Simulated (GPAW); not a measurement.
## Ballistic transport through a Pb chain with one O atom in line, from relaxation to T(E)

Aim: the conductance of a Pb chain with one O atom in line after relaxation, and whether geometry, basis or functional moves it most.

Calculated with GPAW 26.7.0; GPAW LCAO, PAW setups; relaxation of the junction within the symmetry of its start, lead ends held, in the first sound run; inputs show where later runs differ.

Report form: the programs' logs are mostly left out.

### Step 1. The starting structure

The cell holds 13 atoms: 12 Pb and 1 O. Its edges and angles: a = 9.000 Å, b = 9.000 Å, c = 35.820 Å, α = 90.0°, β = 90.0°, γ = 90.0°. Regions: left lead, 6 atoms (6 Pb); channel, 1 atom (1 O); right lead, 6 atoms (6 Pb). Vacuum lies along a and b. The structure is stacked along c, and the current runs across the ab planes.

### Step 2. Relaxation

Transmission follows bond lengths closely, so the atoms between the held lead ends are relaxed first, within whatever symmetry the start has.

File run.py:

```python
import json
from ase import Atoms
from ase.constraints import FixAtoms
from ase.optimize import BFGS
from gpaw import GPAW, FermiDirac

device = Atoms(
    ['Pb', 'Pb', 'Pb', 'Pb', 'Pb', 'Pb', 'O', 'Pb', 'Pb', 'Pb', 'Pb', 'Pb', 'Pb'],
    positions=[
        [4.50000, 4.50000, 1.45000],
        [4.50000, 4.50000, 4.35000],
        [4.50000, 4.50000, 7.25000],
        [4.50000, 4.50000, 10.15000],
        [4.50000, 4.50000, 13.05000],
        [4.50000, 4.50000, 15.95000],
        [4.50000, 4.50000, 17.91010],
        [4.50000, 4.50000, 19.87020],
        [4.50000, 4.50000, 22.77020],
        [4.50000, 4.50000, 25.67020],
        [4.50000, 4.50000, 28.57020],
        [4.50000, 4.50000, 31.47020],
        [4.50000, 4.50000, 34.37020]],
    cell=[[9.0, 0.0, 0.0], [0.0, 9.0, 0.0], [0.0, 0.0, 35.8202]],
    pbc=True)

device.set_constraint(FixAtoms([0, 1, 2, 3, 4, 8, 9, 10, 11, 12]))
device.calc = GPAW(mode='lcao', basis='dzp', xc='PBE', h=0.18,
                   kpts={'size': (1, 1, 2), 'gamma': True},
                   symmetry={'tolerance': 1e-3, 'extra_ids': [1, 1, 1, 1, 1, 0, 0, 0, 1, 1, 1, 1, 1]},
                   occupations=FermiDirac(0.1), maxiter=250,
                   mixer=dict(beta=0.1, nmaxold=8, weight=100.0),
                   convergence=dict(density=0.0001), txt='relax.txt')
path = []
opt = BFGS(device, maxstep=0.15)
opt.attach(lambda: path.append((device.get_potential_energy(), device.positions.tolist(), device.get_forces().tolist())))
relaxed = bool(opt.run(fmax=0.05, steps=50))
json.dump(dict(relaxed=relaxed, path=path, positions=device.positions.tolist(), moments=device.get_magnetic_moments().tolist(),
               forces=device.get_forces(apply_constraint=False).tolist()), open('result.json', 'w'))
```

Launch:

```
OMP_NUM_THREADS=1 OPENBLAS_NUM_THREADS=1 python run.py
```

Run time: 5.5 min. Hardware: 1 thread of Intel Xeon Platinum 8259CL at 2.50GHz (Skylake/Cascade Lake), shared host; peak memory 1.6 GiB.

Step by step:

```
step  energy less that of the first step (eV)  largest force (eV/Å)
   1                                   0.0000                3.3716
   2                                  -0.2463                1.7373
   3                                  -0.3524                0.2942
   4                                  -0.3562                0.0222
```

The atoms that moved most (Å):

```
atom     dx     dy      dz  length
 Pb8  0.000  0.000   0.110   0.110
 Pb6  0.000  0.000  -0.110   0.110
```

The relaxation lowered the energy of the cell by 0.356 eV (energies extrapolated to zero smearing; the optimiser's log prints free energies). The largest force left on a free atom is 0.022 eV/Å.

### Step 3. Double-zeta polarised basis

Localised orbitals split the wire into layers that couple to their neighbours alone, which is what the Green's function method needs; double zeta with polarisation is the usual level for numbers.

This step: GPAW LCAO, PAW setups; Landauer transmission from Green's functions with principal layers (ASE), zero bias (GPAW 26.7.0).

File run.py:

```python
import json
import numpy as np
from ase import Atoms
from ase.transport.calculators import TransportCalculator
from gpaw import GPAW, FermiDirac
from gpaw.lcao.tools import get_lcao_hamiltonian
from scipy.linalg import eigh

# The junction with lead layers at both ends, along the third cell vector
device = Atoms(
    ['Pb', 'Pb', 'Pb', 'Pb', 'Pb', 'Pb', 'O', 'Pb', 'Pb', 'Pb', 'Pb', 'Pb', 'Pb'],
    positions=[
        [4.50000, 4.50000, 1.45000],
        [4.50000, 4.50000, 4.35000],
        [4.50000, 4.50000, 7.25000],
        [4.50000, 4.50000, 10.15000],
        [4.50000, 4.50000, 13.05000],
        [4.50000, 4.50000, 15.84019],
        [4.50000, 4.50000, 17.91010],
        [4.50000, 4.50000, 19.98001],
        [4.50000, 4.50000, 22.77020],
        [4.50000, 4.50000, 25.67020],
        [4.50000, 4.50000, 28.57020],
        [4.50000, 4.50000, 31.47020],
        [4.50000, 4.50000, 34.37020]],
    cell=[[9.0, 0.0, 0.0], [0.0, 9.0, 0.0], [0.0, 0.0, 35.8202]],
    pbc=True)

# One principal layer of the lead: the first 3 atoms of the device
lead = Atoms(
    ['Pb', 'Pb', 'Pb'],
    positions=[
        [4.50000, 4.50000, 1.45000],
        [4.50000, 4.50000, 4.35000],
        [4.50000, 4.50000, 7.25000]],
    cell=[[9.0, 0.0, 0.0], [0.0, 9.0, 0.0], [0.0, 0.0, 8.7]],
    pbc=True)

settings = dict(mode='lcao', basis='dzp', xc='PBE', h=0.18,
                occupations=FermiDirac(0.1), maxiter=250,
                mixer=dict(beta=0.1, nmaxold=8, weight=100.0),
                convergence=dict(density=0.0001))
energies = np.arange(-2, 2 + 1e-9, 0.025)
eta = 0.0001
n1, n2 = 1, 1
# k and -k transmit alike, so half of the mesh across the current serves
mesh = [(i, j) for i in range(n1) for j in range(n2) if (i, j) <= (-i % n1, -j % n2)]
weights = np.array([1 if (i, j) == (-i % n1, -j % n2) else 2 for i, j in mesh]) / (n1 * n2)


def ground_state(atoms, size, txt):
    atoms.calc = GPAW(kpts={'size': size, 'gamma': True}, symmetry={'tolerance': 1e-3}, txt=txt, **settings)
    atoms.get_potential_energy()
    return atoms.calc.get_fermi_level()


def blocks(atoms, fermi, points, nz, cells):
    """H - E_F S and S between cell 0 and the cells above it, at each point across the current."""
    kz = np.arange(nz) / nz
    calc = atoms.calc.fixed_density(kpts=[(*k, z) for k in points for z in kz], symmetry='off', txt=None)
    H, S = get_lcao_hamiltonian(calc)
    H = (H - fermi * S).reshape(len(H), len(points), nz, *S.shape[1:])
    S = S.reshape(H.shape[1:])
    phases = [np.exp(-2j * np.pi * kz * R) / nz for R in cells]
    return [(np.einsum('skzij,z->ksij', H, p), np.einsum('kzij,z->kij', S, p)) for p in phases]


def pair(a, b):
    return np.block([[a, b], [b.T.conj(), a]])


def count_channels(h, s, cells, nk=240):
    """Half the number of times that the lead's bands cross each energy, unfolded to its shortest repeat."""
    b = len(h) // cells
    bands = []
    for k in (np.arange(nk + 1) + 0.5) / nk:
        hk, sk = h[:b, :b].copy(), s[:b, :b].copy()
        for R in range(1, cells):
            phase, block = np.exp(2j * np.pi * k * R), slice(R * b, (R + 1) * b)
            hk += h[:b, block] * phase + (h[:b, block] * phase).T.conj()
            sk += s[:b, block] * phase + (s[:b, block] * phase).T.conj()
        w, u = eigh(sk)
        x = u[:, w > 1e-5] / w[w > 1e-5]**0.5  # drop near-dependent combinations
        bands.append(np.r_[eigh(x.T.conj() @ hk @ x, eigvals_only=True), [1e9] * (w <= 1e-5).sum()])
    below = np.array(bands)[:, :, None] < energies
    return (below[1:] != below[:-1]).sum((0, 1)) / 2


fermi_lead = ground_state(lead, (1, 1, 13), 'lead.txt')
fermi_device = ground_state(device, (1, 1, 2), 'device.txt')
T, channels, eigen, tail, misfit, shifts = [], [], [], 0.0, 0.0, []
for first in range(0, len(mesh), 657):
    points = [(i / n1, j / n2) for i, j in mesh[first:first + 657]]
    (H0k, S0k), (H1k, S1k), (H2k, _) = blocks(lead, fermi_lead, points, 5, range(3))
    [(Hk, Sk)] = blocks(device, fermi_device, points, 2, [0])
    tail = max(tail, abs(H2k).max())
    for H0, S0, H1, S1, H, S in zip(H0k, S0k, H1k, S1k, Hk, Sk):
        n = len(S0)
        # Shift the lead onto the potential of the device's first layer
        shift = ((H[:, 0, 0] - H0[:, 0, 0]) / S0[0, 0]).real.mean()
        shifts.append(shift)
        misfit = max(misfit, abs(H[:, :n, :n] - H0 - shift * S0).max())
        Tk, Ck, Ek = [], [], []
        for s in range(len(H)):
            t = s % len(H0)  # a lead without moments serves both spins
            h1, s1 = pair(H0[t] + shift * S0, H1[t] + shift * S1), pair(S0, S1)
            leads = dict(h1=h1, s1=s1, energies=energies, eta=eta, eta1=eta, eta2=eta)
            calc = TransportCalculator(h=H[s], s=S, eigenchannels=3, **leads)
            Tk.append(calc.get_transmission())
            Ek.append(np.sort(calc.eigenchannels_ne, axis=0)[::-1])
            Ck.append(count_channels(h1, s1, 6))
        T.append(Tk)
        channels.append(Ck)
        eigen.append(Ek)
T, channels = np.array(T), np.array(channels)
mean, open_channels = np.einsum('kse,k->se', T, weights), np.einsum('kse,k->se', channels, weights)

print(f'basis functions: device {len(S)}, principal layer {n}')
print(f'Fermi level: lead {fermi_lead:.4f} eV, device {fermi_device:.4f} eV; lead shifted by {np.mean(shifts):.4f} eV')
print(f'largest coupling past the next layer {tail:.2e} eV, largest misfit of the first layer {misfit:.3f} eV')
print('  E-E_F (eV)   ' + 'T (one spin)  channels')
for e, t, c in zip(energies, mean.T, open_channels.T):
    print(f'{e:10.3f}  ', *[f'{x:11.4e}' for x in t], *[f'{x:9.4f}' for x in c])

kT = 8.617333e-5 * 300
fine = np.linspace(energies[0], energies[-1], 4001)
both = np.exp(np.interp(fine, energies, np.log(np.maximum(mean.sum(0) * 2 / len(mean), 1e-30))))
fermi = lambda mu: 1 / (1 + np.exp(np.clip((fine - mu) / kT, -200, 200)))
slope = fermi(0) * (1 - fermi(0)) / kT
G = np.trapezoid(both * slope, fine) / 2
seebeck = -np.trapezoid(both * slope * fine, fine) / (2 * G * 300) * 1e6
print(f'conductance at 300 K: {G:.5g} G0 a cell; thermopower {seebeck:.4g} uV/K')
bias = [0.1, 0.2, 0.5, 1.0, 1.5, 2.0]
current = [38.74 * np.trapezoid(both * (fermi(V / 2) - fermi(-V / 2)), fine) for V in bias]
for V, I in zip(bias, current):
    print(f'current from the zero-bias T(E) at {V} V: {I:.5g} uA')
zero = abs(energies).argmin()
json.dump(dict(energies=energies.tolist(), T=mean.tolist(), channels=open_channels.tolist(), G=G, seebeck=seebeck,
               bias=bias, current=current, tail=tail, misfit=misfit, shift=np.mean(shifts), n_device=len(S), n_lead=n,
               fermi=[fermi_lead, fermi_device], energy=device.get_potential_energy(),
               moments=device.get_magnetic_moments().tolist(), mesh=mesh, weights=weights.tolist(),
               T_k=T[:, :, zero].tolist(), eigen=np.array(eigen[0]).tolist()), open('result.json', 'w'))
```

It took 2.6 min on 1 thread; peak memory 1.7 GiB.

This step gave:

```
conductance                                             : 1.467 G₀
thermopower                                             : 2.478 μV/K
largest coupling past the next principal layer          : 2.76e-8 eV
largest misfit of the first principal layer             : 0.02225 eV
shift that aligns the lead                              : -0.002313 eV
basis functions of the junction                         : 289
basis functions of a principal layer                    : 69
transmission at the Fermi level (one spin)              : 1.471
open channels of the lead at the Fermi level (one spin) : 3
```

One spin. The transmission, zone mean by energy, zero at the Fermi level:

```
energy (eV)  transmission, zone mean
     -2.000                    0.191
     -1.900                    0.223
     -1.800                    0.252
     -1.700                    0.278
     -1.600                    0.303
     -1.500                    0.326
     -1.400                    0.346
     -1.300                    0.365
     -1.200                    0.383
     -1.100                    0.399
     -1.000                    0.414
     -0.900                    0.428
     -0.800                    0.441
     -0.700                    0.452
     -0.600                     1.04
     -0.500                     1.23
     -0.400                     1.31
     -0.300                     1.40
     -0.200                     1.47
     -0.100                     1.50
      0.000                     1.47
      0.100                     1.40
      0.200                     1.32
      0.300                     1.23
      0.400                     1.17
      0.500                     1.11
      0.600                     1.07
      0.700                     1.04
      0.800                     1.02
      0.900                     1.00
      1.000                    0.983
      1.100                    0.967
      1.200                    0.954
      1.300                    0.943
      1.400                    0.934
      1.500                    0.929
      1.600                    0.926
      1.700                    0.926
      1.800                    0.929
      1.900                    0.933
      2.000                    0.938
```

Crossings of the lead's bands, unfolded to its shortest repeat. Open channels, zone mean against energy, zero at the Fermi level:

```
energy (eV)  open channels, zone mean
     -2.000                         1
     -1.900                         1
     -1.800                         1
     -1.700                         1
     -1.600                         1
     -1.500                         1
     -1.400                         1
     -1.300                         1
     -1.200                         1
     -1.100                         1
     -1.000                         1
     -0.900                         1
     -0.800                         1
     -0.700                         1
     -0.600                         3
     -0.500                         3
     -0.400                         3
     -0.300                         3
     -0.200                         3
     -0.100                         3
      0.000                         3
      0.100                         3
      0.200                         3
      0.300                         3
      0.400                         3
      0.500                         3
      0.600                         3
      0.700                         3
      0.800                         3
      0.900                         3
      1.000                         3
      1.100                         3
      1.200                         3
      1.300                         3
      1.400                         3
      1.500                         3
      1.600                         3
      1.700                         3
      1.800                         3
      1.900                         3
      2.000                         3
```

Not self-consistent under bias; the bias window is split evenly. The current through one cell, from the zero-bias transmission by bias:

```
bias (V)  current through one cell, from the zero-bias transmission (μA)
   0.100                                                            11.3
   0.200                                                            22.6
   0.500                                                            55.3
   1.000                                                             104
   1.500                                                             142
   2.000                                                             169
```

The transmission of the three most open eigenchannels by energy, zero at the Fermi level:

```
energy (eV)  channel 1  channel 2 = channel 3
     -2.000      0.191                      0
     -1.800      0.252                      0
     -1.600      0.303                      0
     -1.400      0.346                      0
     -1.200      0.383                      0
     -1.000      0.414                      0
     -0.800      0.441                1.4e-12
     -0.600      0.463                  0.290
     -0.400      0.482                  0.414
     -0.200      0.499                  0.487
      0.000      0.513                  0.479
      0.200      0.526                  0.395
      0.400      0.537                  0.315
      0.600      0.547                  0.264
      0.800      0.555                  0.233
      1.000      0.563                  0.210
      1.200      0.569                  0.192
      1.400      0.575                  0.179
      1.600      0.580                  0.173
      1.800      0.585                  0.172
      2.000      0.588                  0.175
```

Couplings past the next layer reach 2.8e-8 eV, small enough to drop; the matrix elements of the cell's first layer differ from the bulk lead's by up to 0.022 eV. That layer keeps its own values in the calculation, and only beyond it is the lead taken as perfect. The Fermi levels of lead and junction count from different zeros of potential, one for each periodic cell; with both set to zero, the small remaining shift is what aligns them. Without spin-orbit coupling, which is large for these atoms, channel counts and T are those of the scalar-relativistic bands. By hand: G = 1.467 × 77.48 μS = 114 μS, a resistance of 8.80 kΩ; at 0.1 V a linear junction would pass 11.4 μA, and the integral over the bias window gives 11.3 μA. Mott's formula, S = -(π²/3)(k_B²T/e) d ln T/dE, has the prefactor 7.33 μV/K·eV at 300 K; T = 1.483 at -0.025 eV and 1.457 at 0.025 eV give a slope of -0.360 per eV and S = 2.64 μV/K, beside 2.48 μV/K from the thermal integral, which interpolates the same grid.

(Part 1 of 3 ends here.)

[Logs are printed without paths, hosts, clocks, repeated set-up lines and the standing remarks that a program may print on its own settings, such as how far it seeks lower states.]

[Hosts, paths, dates, database ids (printed as entryN), source tags and the programs' standing remarks are cut or masked in the printed files.]
